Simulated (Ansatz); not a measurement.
# MgO2 (R-3m): phonons and vibrational spectra, part 2 of 3

How does MgO2 (R-3m) vibrate, and is this structure a minimum?

Ansatz 0.2.0; DFT PBEsol+D3(BJ), scalar-relativistic, plane waves, PAW.

So far: The starting structure; Relaxation. The relaxed cell has a = 3.143, c = 10.335 Å (conventional setting).

## (3) Tight relaxation

Phonons need a cell at rest on their own settings, so the relaxation is repeated with tight tolerances on forces and stress, using the mesh and the filling of the phonon run that follows.

File input.yaml:

```yaml
crystal:
  lattice:
    - [1.5716341528, 0.9073834012, 3.4450883971]
    - [-1.5716341528, 0.9073834012, 3.4450883971]
    - [0.0, -1.8147668024, 3.4450883971]
  atoms:
    - { symbol: Mg, position: [0.0, 0.0, 0.0] }
    - { symbol: O, position: [0.4291448496, 0.4291448496, 0.4291448496] }
    - { symbol: O, position: [0.5708551504, 0.5708551504, 0.5708551504] }
kpoints:
  mp_grid: { grid: [9, 9, 9] }
hamiltonian:
  xc: pbesol
  dispersion: d3bj
scf:
  occupations: { method: fixed }
output:
  forces: true
  stress: true
  eigenvalues: true
relax:
  adjacent_minimum: "off"
  f_tol: 0.001
  max_steps: 60
  cell: { stress_tol: 0.01 }
```

Command:

```sh
$ ansatz run input.yaml --threads 4 --pin off --max-ram 7168MiB --backend cpu --events-out ev --progress --plain --runs-dir out
```

Numbers of over 12 decimals in the logs are rounded to 6 here.

The program printed:

```text
[...]
Crystal: 3 atoms, lattice volume = 29.478 Å³
Basis set: ecut = 420 eV, 575 PW (Γ), exchange–correlation on 54×54×54 points (8 copies of the dense FFT grid, shifted against one another)
Bands: 15, of which v1, the nominal top of the filled ones, is band 11 counted from 1 (10 counted from 0)
Symmetry: 12 space group operations
[...]
k-points: 85 of 729
[...]
--- Relaxed structure (3 steps of the walk, 3 accepted, 1 SCFs on fresh bases) ---
[...]
cell:  # Å, volume = 29.4733 Å³
    - [1.571540, 0.907329, 3.444980]
    - [-1.571540, 0.907329, 3.444980]
    - [0, -1.814658, 3.444980]
  atoms:
    - { symbol: Mg, position: [0, 0, 0] }
    - { symbol: O, position: [0.429145, 0.429145, 0.429145] }
    - { symbol: O, position: [0.570855, 0.570855, 0.570855] }
[key lines of the parts left out:]
SCF converged after 4 iterations
Free energy (F): -3034.108528 eV
Fermi energy:    7.006116 eV
P = ⅓ Tr σ = -0.0011 GPa (-0.011 kbar)
```

It took 3.1 s on 4 threads of Arm Neoverse V1, shared host; peak memory 0.32 GiB; 9.3 s of CPU time.

Little changed from the start: no atom moved by 0.005 Å and no cell edge by 0.1 %.

This step gave:

```yaml
pressure: -0.001143 GPa
gap_on_the_k_mesh: 2.612 eV
volume_per_atom: 9.824 Å³
direct_gap_on_mesh: 2.612 eV
```

The largest force component left is 0.056 meV/Å and the pressure is -0.001 GPa, within the tolerances set. The cell now holds 9.82 Å³/atom.

## (4) Modes at Γ

The zone centre comes first: it holds the modes that light can see, as far as symmetry allows. The response to a homogeneous field gives the Born charges and the dielectric tensor, and its change with displacement the Raman tensors.

File input.yaml:

```yaml
crystal:
  lattice:
    - [1.5715398684, 0.9073289661, 3.4449804859]
    - [-1.5715398684, 0.9073289661, 3.4449804859]
    - [0.0, -1.8146579321, 3.4449804859]
  atoms:
    - { symbol: Mg, position: [0.0, 0.0, 0.0] }
    - { symbol: O, position: [0.4291445267, 0.4291445267, 0.4291445267] }
    - { symbol: O, position: [0.5708554733, 0.5708554733, 0.5708554733] }
kpoints:
  mp_grid: { grid: [9, 9, 9] }
hamiltonian:
  xc: pbesol
  dispersion: d3bj
scf:
  occupations: { method: fixed }
output:
  eigenvalues: true
phonons:
  method: dfpt
  dielectric: true
  rigid_motions: translations
  raman: true
```

The program printed:

```text
[...]
Crystal: 3 atoms, lattice volume = 29.473 Å³
Basis set: ecut = 420 eV, 575 PW (Γ), exchange–correlation on 54×54×54 points (8 copies of the dense FFT grid, shifted against one another)
Bands: 15, of which v1, the nominal top of the filled ones, is band 11 counted from 1 (10 counted from 0)
Symmetry: 12 space group operations
k-points: 205 of 729 (irreducible under 2 space group operations, time reversal used)
[...]
SCF iter   1: F=—  HF=-3034.123692 eV  |F-HF|=—  |Δ(HF+E_count)|=         —  Δρ=1.39e-2  dr2=4.97e-2  ethr=1.77e-3  ⟨swp⟩=4.2  Hψ=14551  notcnv=0  defer=370
[...]
SCF iter   7: F=-3034.108528 eV  HF=-3034.108528 eV  |F-HF|=3.18e-12  |Δ(HF+E_count)|=   2.25e-9  Δρ=8.26e-7  dr2=9.56e-11  ethr=1.00e-12  ⟨swp⟩=6.7  Hψ=18954  notcnv=0
SCF 1 converged in 7 iterations: F = -3034.108528 eV  dr2 = 9.56e-11
[...]
NSCF: frozen V_eff on 10 k-points
DFPT response loops at Γ: preconditioner auto → none (the input reference at scf.mixing.eps_inf says where Resta's filter doesn't serve); β = 0.50; Broyden in place of MSR1
── the response to a field inside a basis, on 10×10×10 k-points: an SCF that follows is theirs, and a resumed run solves both again ──
Bands: 12, of which v1, the nominal top of the filled ones, is band 11 counted from 1 (10 counted from 0)
k-points: 110 of 1000
[...]
Eigensolver: Dense (110 Hₖ)
SCF iter   1: F=—  HF=-3034.114794 eV  |F-HF|=—  |Δ(HF+E_count)|=         —  Δρ=8.64e-4  dr2=3.17e-5  ethr=1.00e-1
[...]
SCF iter   6: F=-3034.114816 eV  HF=-3034.114816 eV  |F-HF|=4.55e-13  |Δ(HF+E_count)|=  6.66e-10  Δρ=1.24e-7  dr2=2.34e-12  ethr=3.60e-12
SCF 1 converged in 6 iterations: F = -3034.114816 eV  dr2 = 2.34e-12
[...]
SCF converged after 7 iterations
Free energy (F): -3034.108528 eV
[...]
Internal energy: -3034.108528 eV  (E = F + TS)
E sigma→0 (E₀):  -3034.108528 eV
Fermi energy:    7.006118 eV
[...]
--- Band table (eV; the first three rows and the last of 205) ---
  k-point 0: bands = [... 7 lower, 3.4756, 3.4756, 6.1582, 6.1582, 11.7400, 12.1428, 19.4166, 21.1276]
  k-point 1: bands = [... 7 lower, 3.1093, 3.4276, 6.0604, 6.1020, 11.9486, 12.4206, 19.4381, 20.8444]
  k-point 2: bands = [... 7 lower, 2.2706, 3.3109, 5.8815, 5.9624, 11.9204, 13.5314, 19.1602, 19.7035]
  k-point 204: bands = [... 7 lower, 2.7022, 2.8836, 6.6808, 6.9663, 9.7875, 12.4522, 17.0638, 20.3097]
--- Phonons (Γ-DFPT): 4 representative perturbations + reference, on 205 of 729 k-points (Σ response iterations 14) ---
  k mesh reduced under 2 symmetry operations, with k and −k counted as one. Each operation leaves every solved perturbation unchanged. A smaller set is not considered because the run solves the response to a homogeneous field
  ASR residual: 5.617e-4 → 0.000e0 eV/Å²; symmetrization residual: 5.967e-6 eV/Å²
  pairwise dispersion correction: d3bj (s6 = 1.0, s8 = 2.9491, a1 = 0.4466, a2_bohr = 6.1742), with the weights of each atom's references fixed at the reference crystal's, and the forces and stress that the weights' published response gives there kept as a pressure on the atom's counted neighbours (hamiltonian.dispersion)
  ASR residual per site (eV/Å²): 5.62e-4 1.91e-4 1.91e-4
  Γ frequencies (cm⁻¹): 0.00 0.00 0.00 306.36 306.36 388.88 425.34 425.34 966.68
  ε∞ (high-frequency dielectric tensor):
        2.799271     0.000000     0.000000
        0.000000     2.799271     0.000000
       -0.000000     0.000000     4.015649
  ε⁰ (static dielectric tensor: ions relaxed, cell fixed):
        5.503191    -0.000000    -0.000000
       -0.000000     5.503191     0.000000
       -0.000000     0.000000     7.415347
  ε⁰ − ε∞ (ionic part):
        2.703920    -0.000000    -0.000000
       -0.000000     2.703920     0.000000
       -0.000000     0.000000     3.399698
  softest optical mode at Γ: 306.36 cm⁻¹; the repairs (sum rule, projections) moved no ω² at Γ by more than (2.68 cm⁻¹)²
  Born effective charges Z* (e; rows j = field, columns β = displacement):
    site 0:
         2.01176    0.00000    0.00000
         0.00000    2.01176    0.00000
        -0.00000    0.00000    2.06244
    site 1:
        -1.00588   -0.00000   -0.00000
         0.00000   -1.00588   -0.00000
        -0.00000   -0.00000   -1.03122
    site 2:
        -1.00588    0.00000    0.00000
        -0.00000   -1.00588   -0.00000
         0.00000   -0.00000   -1.03122
  Z* charge neutrality: 2.081e-3 e pre-enforcement
  solved inside a basis spanned on kpoints, on 10×10×10 k-points: ε∞ is read to err by 1.0e-2, Z* by 1.2e-2 e (field_mesh: kpoints solves on kpoints); Z* is corrected for what the basis lacks
  Raman tensors (in the event stream and the table raman_tensors.tsv): an entry may err by 2.6e-2 Å², one of the second-order susceptibility by 4.8e-20 pm/V (basis, points and sum rule); their sum over the sites missed zero by 3.553e-15 Å² ahead of its enforcement
  optical modes at Γ without the LO–TO term, one row a degenerate level:
      ω (cm⁻¹)  modes    IR ((D/Å)²/amu)  static Raman (Å⁴/amu)  depolarisation
        306.36      2             0.0000                58.3365           0.750
        388.88      1             7.1045                 0.0000               —
        425.34      2            13.5194                 0.0000               —
        966.68      1             0.0000               698.0639           0.153
  optical modes at Γ + LO–TO along q̂ = [1.0000, 0.0000, 0.0000]:
      ω (cm⁻¹)  modes    IR ((D/Å)²/amu)  static Raman (Å⁴/amu)  depolarisation
        306.36      2             0.0000                58.3365           0.750
        388.88      1             7.1045                 0.0000               —
        425.34      1             6.7597                 0.0000               —
        596.37      1             6.7597                 0.0000               —
        966.68      1             0.0000               698.0639           0.153
  optical modes at Γ + LO–TO along q̂ = [0.0000, 1.0000, 0.0000]:
      ω (cm⁻¹)  modes    IR ((D/Å)²/amu)  static Raman (Å⁴/amu)  depolarisation
        306.36      2             0.0000                58.3365           0.750
        388.88      1             7.1045                 0.0000               —
        425.34      1             6.7597                 0.0000               —
        596.37      1             6.7597                 0.0000               —
        966.68      1             0.0000               698.0639           0.153
  optical modes at Γ + LO–TO along q̂ = [0.0000, 0.0000, 1.0000]:
      ω (cm⁻¹)  modes    IR ((D/Å)²/amu)  static Raman (Å⁴/amu)  depolarisation
        306.36      2             0.0000                58.3365           0.750
        425.34      2            13.5194                 0.0000               —
        528.45      1             7.1045                 0.0000               —
        966.68      1             0.0000               698.0639           0.153
```

Wall time 1.8 min (4 threads); peak memory 1 GiB; 7.2 min of CPU time.

In the SCF lines HF is the Harris–Foulkes energy and dr2 the Hartree energy of the density residual, in eV; the loop may stop once dr2 is under the threshold and the program's other checks hold. Hψ counts applications of the Hamiltonian.

Numbers from this step:

```yaml
sum_rule_residual_before_enforcement: 5.62e-4 eV/Å²
miss_of_the_charge_sum_rule: 0.002081 e
estimated_error_of_the_dielectric_tensor: 0.01004
estimated_error_of_the_born_charges: 0.01168 e
point_group: -3m
highest_optical_mode_at_the_zone_centre_no_lo_to_term: 966.7 cm⁻¹
lowest_optical_zone_centre_mode: 306.4 cm⁻¹
mean_high_frequency_dielectric_constant: 3.205
largest_born_charge_third_of_the_trace: 2.029 e
mean_static_dielectric_constant: 6.141
top_of_the_zone_centre_spectrum_with_the_field: 966.7 cm⁻¹
```

Without the LO-TO term. Patterns of degenerate modes are one choice out of their space. Modes at Γ, with each element's share of the kinetic energy:

| mode | frequency (cm⁻¹) | symmetry | Mg % | O % |
| --- | --- | --- | --- | --- |
| 1 | 0.0 | acoustic | 43 | 57 |
| 2 | 0.0 | acoustic | 43 | 57 |
| 3 | 0.0 | acoustic | 43 | 57 |
| 4 | 306.4 | Eg | 0 | 100 |
| 5 | 306.4 | Eg | 0 | 100 |
| 6 | 388.9 | A2u | 57 | 43 |
| 7 | 425.3 | Eu | 57 | 43 |
| 8 | 425.3 | Eu | 57 | 43 |
| 9 | 966.7 | A1g | 0 | 100 |

Displacements in mode 5 (306.4 cm⁻¹), the largest set to 1:
```
Mg1  0.00  0.00  0.00
O2   0.10 -1.00  0.00
O3  -0.10  1.00  0.00
```

Displacements in mode 6 (388.9 cm⁻¹), the largest set to 1:
```
Mg1  0.00  0.00  1.00
O2   0.00  0.00 -0.76
O3   0.00  0.00 -0.76
```

Optical modes at the zone centre, without and with the macroscopic field of the longitudinal modes; each column is sorted by frequency, so a row need not hold one and the same mode. Modes with and without the field, by row:

| rank among optical modes | no field (cm⁻¹) | q along (1, 0, 0) (cm⁻¹) | q along (0, 0, 1) (cm⁻¹) |
| --- | --- | --- | --- |
| 1 | 306.4 | 306.4 | 306.4 |
| 2 | 306.4 | 306.4 | 306.4 |
| 3 | 388.9 | 388.9 | 425.3 |
| 4 | 425.3 | 425.3 | 425.3 |
| 5 | 425.3 | 596.4 | 528.5 |
| 6 | 966.7 | 966.7 | 966.7 |

Born charge (rows field, columns displacement) (e), principal values of the symmetric part by kind of site:

| atom | atoms with these values | low | middle | high | mean |
| --- | --- | --- | --- | --- | --- |
| Mg1 | 1 | 2.01 | 2.01 | 2.06 | 2.03 |
| O2 | 2 | -1.03 | -1.01 | -1.01 | -1.01 |

In full for O2:

```
-1.01  0.00  0.00
 0.00 -1.01  0.00
 0.00  0.00 -1.03
```

High-frequency dielectric tensor:

```
2.80 0.00 0.00
0.00 2.80 0.00
0.00 0.00 4.02
```

Static dielectric tensor (ions relaxed, fixed cell):

```
5.50 0.00 0.00
0.00 5.50 0.00
0.00 0.00 7.42
```

Transverse modes. Infrared lines, with heights relative to the strongest:

| position (cm⁻¹) | label | relative intensity |
| --- | --- | --- |
| 306 | Eg | 0.0 |
| 389 | A2u | 53 |
| 425 | Eu | 100 |
| 967 | A1g | 0.0 |

Activity x (w_L - w)^4 (n + 1)/w, 532 nm, 300 K; modes without the macroscopic field alone. Raman lines, with heights relative to the strongest:

| position (cm⁻¹) | label | relative intensity |
| --- | --- | --- |
| 306 | Eg | 39 |
| 389 | A2u | 0.0 |
| 425 | Eu | 0.0 |
| 967 | A1g | 100 |

Before it was imposed, the acoustic sum rule was missed by 5.6e-4 eV/Å² and the charge sum rule by 0.0021 e. Small misses are needed for a sound result but don't prove that mesh and cutoff are converged. The lowest optical mode is real, 306 cm⁻¹.

(Part 2 of 3 ends here.)

[Logs are printed without paths, hosts, clocks, repeated set-up lines and the standing remarks that a program may print on its own settings, such as how far it seeks lower states.]

[Hosts, paths, dates, database ids (printed as entryN), source tags and the programs' standing remarks are cut or masked in the printed files.]
